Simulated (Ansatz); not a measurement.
# RbVS3 (model cell, started as cubic perovskite with V in the octahedra): a soft mode frozen in

Which phase does RbVS3 (model cell, started as cubic perovskite with V in the octahedra) fall into along its unstable mode, and how much energy does it gain?

Calculated with Ansatz 0.2.0; DFT PBEsol, scalar-relativistic, plane waves, PAW; PAW set soft_1.

Most raw output is cut from this account.

The structure was built from a prototype and need not be the compound's stable phase.

## Step 1: Set-up

It takes space group Pm-3m (No. 221, cubic). Conventional cell: a = 4.643 Å, b = 4.643 Å, c = 4.643 Å, α = 90.00°, β = 90.00°, γ = 90.00°. Nearest to Rb lie 12 S at 3.28 Å. Nearest to V lie 6 S at 2.32 Å. Nearest to S lie 2 V at 2.32 Å and 4 Rb at 3.28 Å. Farther neighbours and most contacts between anions are not listed.

## Step 2: Phonons on a q mesh

The cell comes from relaxations at this level that are not shown. Stability and thermal properties need the whole zone. Linear response on a 4×4×4 q mesh gives force constants as far as a supercell of that size would.

input.yaml reads:

```yaml
crystal:
  lattice:
    - [4.6426622666, 0.0, 0.0]
    - [0.0, 4.6426622666, 0.0]
    - [0.0, 0.0, 4.6426622666]
  atoms:
    - { symbol: Rb, position: [0.0, 0.0, 0.0] }
    - { symbol: V, position: [0.5, 0.5, 0.5] }
    - { symbol: S, position: [0.5, 0.5, 0.0] }
    - { symbol: S, position: [0.5, 0.0, 0.5] }
    - { symbol: S, position: [0.0, 0.5, 0.5] }
kpoints:
  mp_grid: { grid: [8, 8, 8] }
hamiltonian:
  xc: pbesol
  pseudopotentials: { kind: paw, azcp: { folder: soft_1 }, xc_functional: pbe }
scf:
  occupations: { method: methfessel_paxton, width: 0.2 }
output:
  eigenvalues: true
phonons:
  method: dfpt
  qmesh: [4, 4, 4]
  temperatures: { t_max: 1000, t_step: 50 }
  qpath:
    path:
      - [[0.0, 0.0, 0.0], [0.0, 0.5, 0.0], [0.5, 0.5, 0.0], [0.0, 0.0, 0.0], [0.5, 0.5, 0.5], [0.0, 0.5, 0.0]]
      - [[0.5, 0.5, 0.5], [0.5, 0.5, 0.0]]
    npoints: 10
```

On the command line:

```sh
$ ansatz run input.yaml --threads 4 --pin off --max-ram 16384MiB --backend cpu --events-out ev --progress --plain --runs-dir out
```

The job ended after 15 min (4 threads of Arm Neoverse V1, shared host; peak memory 3.1 GiB; 60 min of CPU time).

This step gave:

```
volume per atom                                         : 20.01 Å³
gap on the k-mesh                                       : 0 eV
sum-rule residual before enforcement                    : 2.39e-5 eV/Å²
lowest frequency on the path                            : -248.3 cm⁻¹
point group                                             : m-3m
highest frequency on the path or at a solved wavevector : 416.6 cm⁻¹
highest optical mode at the zone centre (no LO-TO term) : 303.1 cm⁻¹
lowest optical zone-centre mode                         : -76.42 cm⁻¹
lowest mode on the q mesh (acoustic modes at Γ apart)   : -248.3 cm⁻¹
```

Frequencies (cm⁻¹) solved at each irreducible wavevector; negative means imaginary. Frequencies by wavevector, by row:

| q in reciprocal lattice units | star | mode 1 | mode 2 | mode 3 | mode 4 | mode 13 | mode 14 | mode 15 |
| --- | --- | --- | --- | --- | --- | --- | --- | --- |
| 0 0 0 | 1 | -76.4 | -76.4 | -76.4 | 0 | 303.1 | 303.1 | 303.1 |
| 0 0 0.25 | 6 | -149.3 | -73.2 | -73.2 | 55.9 | 296.8 | 296.8 | 311.1 |
| 0 0 -0.5 | 3 | -84.2 | -84.2 | 87.3 | 87.3 | 285.1 | 285.1 | 338.4 |
| 0 0.25 0.25 | 12 | -137.4 | -98.3 | -75.3 | 61 | 286.2 | 290 | 332.9 |
| 0 0.25 -0.5 | 12 | -130.8 | -85.8 | 80.8 | 81.8 | 250.2 | 277 | 358 |
| 0 -0.5 -0.5 | 3 | -114.4 | -95.1 | 80.2 | 80.2 | 238.5 | 260.5 | 379.4 |
| 0.25 0.25 0.25 | 8 | -81.5 | -81.5 | -34.4 | 74.2 | 283.5 | 283.5 | 355.8 |
| 0.25 0.25 -0.5 | 12 | -93.4 | -66.2 | 84 | 88.7 | 228.3 | 264.4 | 380.6 |
| 0.25 -0.5 -0.5 | 6 | -167.2 | -76.4 | 85.4 | 85.4 | 222.8 | 240.3 | 401.7 |
| -0.5 -0.5 -0.5 | 1 | -248.3 | -248.3 | 89.7 | 89.7 | 241.3 | 241.3 | 416.6 |

Interpolated from a 4×4×4 q mesh. Phonon branches along the path, in cm⁻¹:

| point | branch 1 | branch 2 | branch 3 | branch 4 | branch 12 | branch 13 | branch 14 | branch 15 |
| --- | --- | --- | --- | --- | --- | --- | --- | --- |
| Γ | -76 | -76 | -76 | 0 | 148 | 303 | 303 | 303 |
| halfway | -149 | -73 | -73 | 56 | 167 | 297 | 297 | 311 |
| X | -84 | -84 | 87 | 87 | 194 | 285 | 285 | 338 |
| halfway | -131 | -86 | 81 | 82 | 221 | 250 | 277 | 358 |
| M | -114 | -95 | 80 | 80 | 194 | 238 | 260 | 379 |
| halfway | -137 | -98 | -75 | 61 | 195 | 286 | 290 | 333 |
| Γ | -76 | -76 | -76 | 0 | 148 | 303 | 303 | 303 |
| halfway | -82 | -82 | -34 | 74 | 197 | 284 | 284 | 356 |
| R | -248 | -248 | 90 | 90 | 241 | 241 | 241 | 417 |
| halfway | -93 | -66 | 84 | 89 | 222 | 228 | 264 | 381 |
| X | -84 | -84 | 87 | 87 | 194 | 285 | 285 | 338 |
| jump to R | -248 | -248 | 90 | 90 | 241 | 241 | 241 | 417 |
| halfway | -167 | -76 | 85 | 85 | 223 | 223 | 240 | 402 |
| M | -114 | -95 | 80 | 80 | 194 | 238 | 260 | 379 |

Symmetry leaves 10 wavevectors to solve. The lowest mode among them, the acoustic zeros apart, lies at q = (-0.5, -0.5, -0.5) and is imaginary, 248.3i cm⁻¹, so the energy falls along it.

## Step 3: The mode frozen in, largest atomic shift 0 Å

The mode followed lies at q = (-0.5, -0.5, -0.5) with frequency 248.3i cm⁻¹ and is 2-fold degenerate, the softest among the wavevectors solved. At small amplitude the distorted cell has space group no. 139 by a symmetry search on the positions. The undistorted cell that holds it gives the zero of energy on the same k mesh.

System of this step: RbVS3 (model cell, started as cubic perovskite with V in the octahedra). It takes space group Pm-3m (No. 221, cubic). Conventional cell: a = 4.643 Å, b = 4.643 Å, c = 4.643 Å, α = 90.00°, β = 90.00°, γ = 90.00°. Nearest to Rb lie 12 S at 3.28 Å. Nearest to V lie 6 S at 2.32 Å. Nearest to S lie 2 V at 2.32 Å and 4 Rb at 3.28 Å. Farther neighbours and most contacts between anions are not listed.

input.yaml, the sections that differ from step 2:

```yaml
crystal:
  lattice:
    - [4.6426622666, 4.6426622666, 0.0]
    - [4.6426622666, 0.0, 4.6426622666]
    - [4.6426622666, 0.0, -4.6426622666]
  atoms:
    - { symbol: Rb, position: [0.0, 0.0, 0.0] }
    - { symbol: Rb, position: [0.0, 0.5, 0.5] }
    - { symbol: V, position: [0.5, 0.25, 0.75] }
    - { symbol: V, position: [0.5, 0.75, 0.25] }
    - { symbol: S, position: [0.5, 0.0, 0.0] }
    - { symbol: S, position: [0.5, 0.5, 0.5] }
    - { symbol: S, position: [0.0, 0.5, 0.0] }
    - { symbol: S, position: [0.0, 0.0, 0.5] }
    - { symbol: S, position: [0.5, 0.0, 0.5] }
    - { symbol: S, position: [0.5, 0.5, 0.0] }
output:
  forces: true
  stress: true
  eigenvalues: true
# kpoints, hamiltonian, scf: as in step 2
# phonons: removed
```

Wall time 4.2 s (4 threads); peak memory 0.64 GiB.

Numbers from this step:

```yaml
pressure: -0.03925 GPa
energy_from_the_undistorted_cell: 0 meV/atom
```

The run ends at a pressure of -0.04 GPa.

## Step 4: The mode frozen in, largest atomic shift 0.08 Å

The atoms are moved along the unstable eigenvector, the largest shift by 0.08 Å, with the cell fixed.

input.yaml, the sections that differ from step 3:

```yaml
crystal:
  lattice:
    - [4.6426622666, 4.6426622666, 0.0]
    - [4.6426622666, 0.0, 4.6426622666]
    - [4.6426622666, 0.0, -4.6426622666]
  atoms:
    - { symbol: Rb, position: [0.0, 0.0, 0.0] }
    - { symbol: Rb, position: [0.0, 0.5, 0.5] }
    - { symbol: V, position: [0.5, 0.25, 0.75] }
    - { symbol: V, position: [0.5, 0.75, 0.25] }
    - { symbol: S, position: [0.5, 0.0043078731, -0.0043078731] }
    - { symbol: S, position: [0.5, 0.4956921269, 0.5043078731] }
    - { symbol: S, position: [-0.0172314925, 0.5086157462, 0.0086157462] }
    - { symbol: S, position: [0.0172314925, -0.0086157462, 0.4913842538] }
    - { symbol: S, position: [0.5, 0.0043078731, 0.5043078731] }
    - { symbol: S, position: [0.5, 0.4956921269, -0.0043078731] }
# kpoints, hamiltonian, scf, output: as in step 3
```

The job ended after 8.8 s (4 threads; peak memory 0.74 GiB).

Numbers from this step:

| Quantity | Value |
| --- | --- |
| pressure | 0.3392 GPa |
| energy from the undistorted cell | -3.589 meV/atom |

The energy, extrapolated to zero smearing, is -3.59 meV/atom against the undistorted cell.

The run ends at a pressure of 0.34 GPa, with forces up to 0.081 eV/Å.

## Step 5: Energy along the mode, all amplitudes (two of the runs are shown above)

An imaginary frequency means negative curvature, so the energy should fall and then rise again as anharmonic terms take over.

Numbers from this step:

```
depth at the lowest point sampled  : 3.589 meV/atom
largest atomic shift at that point : 0.08 Å
```

Table of energy from the parent by largest atomic shift:

| largest atomic shift (Å) | energy from the parent (meV/atom) |
| --- | --- |
| 0.0000 | 0 |
| 0.0400 | -1.45 |
| 0.0800 | -3.59 |
| 0.1400 | -0.584 |
| 0.2200 | 24.7 |

Displacement at unit largest shift by atom:

| atom | x (Å) | y (Å) | z (Å) | size |
| --- | --- | --- | --- | --- |
| Rb1 | 0.00 | 0.00 | 0.00 | 0.00 |
| Rb2 | 0.00 | 0.00 | 0.00 | 0.00 |
| V3 | 0.00 | 0.00 | 0.00 | 0.00 |
| V4 | 0.00 | 0.00 | 0.00 | 0.00 |
| S5 | 0.00 | 0.00 | 0.50 | 0.50 |
| S6 | 0.00 | 0.00 | -0.50 | 0.50 |
| S7 | 0.00 | -1.00 | 0.00 | 1.00 |
| S8 | 0.00 | 1.00 | 0.00 | 1.00 |
| S9 | 0.50 | 0.00 | 0.00 | 0.50 |
| S10 | -0.50 | 0.00 | 0.00 | 0.50 |

The lowest of the steps tried is at 0.08 Å, 3.59 meV/atom below the parent; the bottom of the well need not coincide with a step.

## Step 6: Relaxing from the distorted cell

Starting from the lowest point found, all atoms and the cell are let go, so that strain and other modes of the same symmetry can join in.

input.yaml: that of step 4 with these lines changed.

```diff
@@ -27 +27,10 @@
   eigenvalues: true
+  write_density: true
+  write_potential: true
+  elf: true
+  volumetric_format: npy
+relax:
+  adjacent_minimum: "off"
+  f_tol: 0.002
+  max_steps: 120
+  cell: { stress_tol: 0.03 }
```

Elapsed: 49 s, on 4 threads; peak memory 0.8 GiB.

Relaxation path:

| step | energy less that of the first step (eV) | largest force component (eV/Å) | pressure (GPa) | volume (Å³) |
| --- | --- | --- | --- | --- |
| 1 | 0.0000 | 0.0813 | 0.34 | 200.14 |
| 2 | -0.0023 | 0.0807 | 0.06 | 200.95 |
| 3 | -0.0043 | 0.0184 | -0.05 | 201.61 |
| 4 | -0.0044 | 0.0016 | 0.00 | 201.55 |
| 5* | -0.0048 | 0.0016 | 0.00 | 201.55 |

Relaxation steps marked * repeat the geometry before them on a plane-wave basis chosen anew for their cell, so energy and pressure can jump there.

Forces are held to the 16 operations that the run works with; a distortion that breaks them can't arise in this run.

| conventional cell, symmetrised | before | after | change |
| --- | --- | --- | --- |
| a (Å) | 6.566 | 6.571 | +0.1 % |
| b (Å) | 6.566 | 6.571 | +0.1 % |
| c (Å) | 9.285 | 9.335 | +0.5 % |
| volume (Å³/atom) | 20.01 | 20.16 | +0.7 % |

The atoms that moved most (Å, as changes of fractional coordinates times the final cell):

| atom | dx | dy | dz | length |
| --- | --- | --- | --- | --- |
| S8 | 0.000 | 0.021 | 0.000 | 0.021 |
| S7 | 0.000 | -0.021 | 0.000 | 0.021 |
| S6 | 0.000 | 0.000 | -0.010 | 0.010 |
| S10 | -0.010 | 0.000 | 0.000 | 0.010 |
| S5 | 0.000 | 0.000 | 0.010 | 0.010 |
| S9 | 0.010 | 0.000 | 0.000 | 0.010 |

Numbers from this step:

```yaml
pressure: 0.001601 GPa
volume_per_atom: 20.16 Å³
```

Electrostatic potential energy in the ac plane of the conventional cell at fractional y = 0.000, with atoms of Rb and V and S within 0.2 Å of it. With pseudopotentials it is smooth inside the atoms' cores, unlike the true potential.

Ten even steps from '_' (-83 eV) to '@' (12 eV), each cell a mean:
```
++++##@@@@@@@@@@@@@@@@@@@@@@@@%%++++
++**%%@@@@@@@@@@@@@@@@@@@@@@@@@@##**
%%@@@@@@@@@@@@@@@@@@@@@@@@@@@@@@@@%%
%%@@@@@@@@@@@@%%####%%@@@@@@@@@@@@%%
++##@@@@@@@@@@**::..==%%@@@@@@@@%%**
++++%%@@@@@@%%--____..##@@@@@@@@**++
++++##@@@@@@%%==____..##@@@@@@@@**++
++**%%@@@@@@@@##++==**%%@@@@@@@@##++
%%%%@@@@@@@@@@@@%%%%@@@@@@@@@@@@@@%%
##%%@@@@@@@@@@@@@@@@@@@@@@@@@@@@%%##
++++%%@@@@@@@@@@@@@@@@@@@@@@@@%%**++
++++##@@@@@@@@@@@@@@@@@@@@@@@@%%++++
++++##@@@@@@@@@@@@@@@@@@@@@@@@%%++++
++**%%@@@@@@@@@@@@@@@@@@@@@@@@@@##**
%%%%@@@@@@@@@@@@@@@@@@@@@@@@@@@@@@%%
##%%@@@@@@@@@@%%####%%@@@@@@@@@@%%##
++++%%@@@@@@@@**::..==%%@@@@@@@@##++
**++##@@@@@@%%--____..##@@@@@@%%**++
++++%%@@@@@@%%==____..##@@@@@@@@**++
##%%@@@@@@@@@@##++==**%%@@@@@@@@%%##
@@@@@@@@@@@@@@@@%%%%@@@@@@@@@@@@@@@@
##%%@@@@@@@@@@@@@@@@@@@@@@@@@@@@%%##
++++%%@@@@@@@@@@@@@@@@@@@@@@@@%%**++
++++##@@@@@@@@@@@@@@@@@@@@@@@@%%++++
```
Columns run along a (6.6 Å; values clipped at the 3rd and 97th percentile), rows up along c (9.3 Å), edges of the conventional cell, whose origin can differ from the input's. Atoms in or near the plane, at fractional coordinates: Rb at (0.50, 0.75), Rb at (0.50, 0.25), V at (0.00, 0.00), V at (0.00, 0.50), S at (0.00, 0.74), S at (0.00, 0.26).

ELF in the ac plane of the conventional cell at fractional y = 0.000, with atoms of Rb and V and S within 0.2 Å of it. It is the smooth field of the valence electrons, not physical close to the nuclei.

Ten even steps from '_' (0.01) to '@' (0.84), each cell a mean:
```
%%**::..::..____________..::::..++%%
++--........______________......::==
--::....______..====::______....::::
@@%%**::____--##@@@@@@++..__..==##%%
%%@@@@++....##@@%%%%@@@@--__--##@@%%
..**@@##..::%%@@==..##@@++__==@@%%--
..**@@##..::%%@@**==%%@@++__++@@@@--
##@@@@**..__++@@@@@@@@%%::__--%%@@%%
####**--____..++%%%%##--____::++####
--::......______......______....::--
##++........____________........--**
%%##--..::....__________..::....++%%
%%**::..::..____________........++%%
++--........______________......::==
====--..______..====::______..::====
@@@@%%==..__--##@@@@@@++..__::##@@@@
==%%@@##....##@@%%%%@@@@--__==@@@@++
__++@@##..::%%@@==::##@@++__++@@%%::
==%%@@**..::%%@@**==%%@@++__==@@@@**
@@@@%%==____++@@@@@@@@##::__::**@@@@
**++==..____..++%%%%##--____..::++**
::........______......____........::
##++....::..____________........--**
%%##--..::....__________..::::..++%%
```
Columns run along a (6.6 Å), rows up along c (9.3 Å), edges of the conventional cell, whose origin can differ from the input's. Atoms in or near the plane, at fractional coordinates: Rb at (0.50, 0.75), Rb at (0.50, 0.25), V at (0.00, 0.00), V at (0.00, 0.50), S at (0.00, 0.74), S at (0.00, 0.26).

Valence density in the ac plane of the conventional cell at fractional y = 0.000, with atoms of Rb and V and S within 0.2 Å of it. It is the smooth field of the valence electrons, not physical close to the nuclei.

Values in e/Å³, 13 rows by 16 columns, each cell a mean:
```
 7  3  0  0  0  0  0  0  0  0  0  0  0  0  1  5
 1  0  0  0  0  0  0  0  0  0  0  0  0  0  0  0
 1  1  0  0  0  0  1  2  2  1  1  0  0  0  1  1
 1  1  1  0  0  0  1  2  2  2  1  0  0  0  1  1
 1  1  0  0  0  0  0  1  1  0  0  0  0  0  0  1
 4  1  0  0  0  0  0  0  0  0  0  0  0  0  1  3
12  5  0  0  0  0  0  0  0  0  0  0  0  0  2  9
 2  1  0  0  0  0  0  0  0  0  0  0  0  0  0  2
 1  1  0  0  0  0  1  1  1  1  0  0  0  0  1  1
 1  1  1  0  0  0  1  2  2  2  1  0  0  0  1  1
 1  1  0  0  0  0  1  1  2  1  0  0  0  0  1  1
 1  0  0  0  0  0  0  0  0  0  0  0  0  0  0  1
10  4  0  0  0  0  0  0  0  0  0  0  0  0  2  8
```
Columns run along a (6.6 Å), rows up along c (9.3 Å), edges of the conventional cell, whose origin can differ from the input's. Atoms in or near the plane, at fractional coordinates: Rb at (0.50, 0.75), Rb at (0.50, 0.25), V at (0.00, 0.00), V at (0.00, 0.50), S at (0.00, 0.74), S at (0.00, 0.26).

The distorted start has space group I4/mmm; the relaxation ends in I4/mmm.

(Continued in part 2 of 2.)

[Logs are printed without paths, hosts, clocks, repeated set-up lines and the standing remarks that a program may print on its own settings, such as how far it seeks lower states.]

[Hosts, paths, dates, database ids (printed as entryN), source tags and the programs' standing remarks are cut or masked in the printed files.]
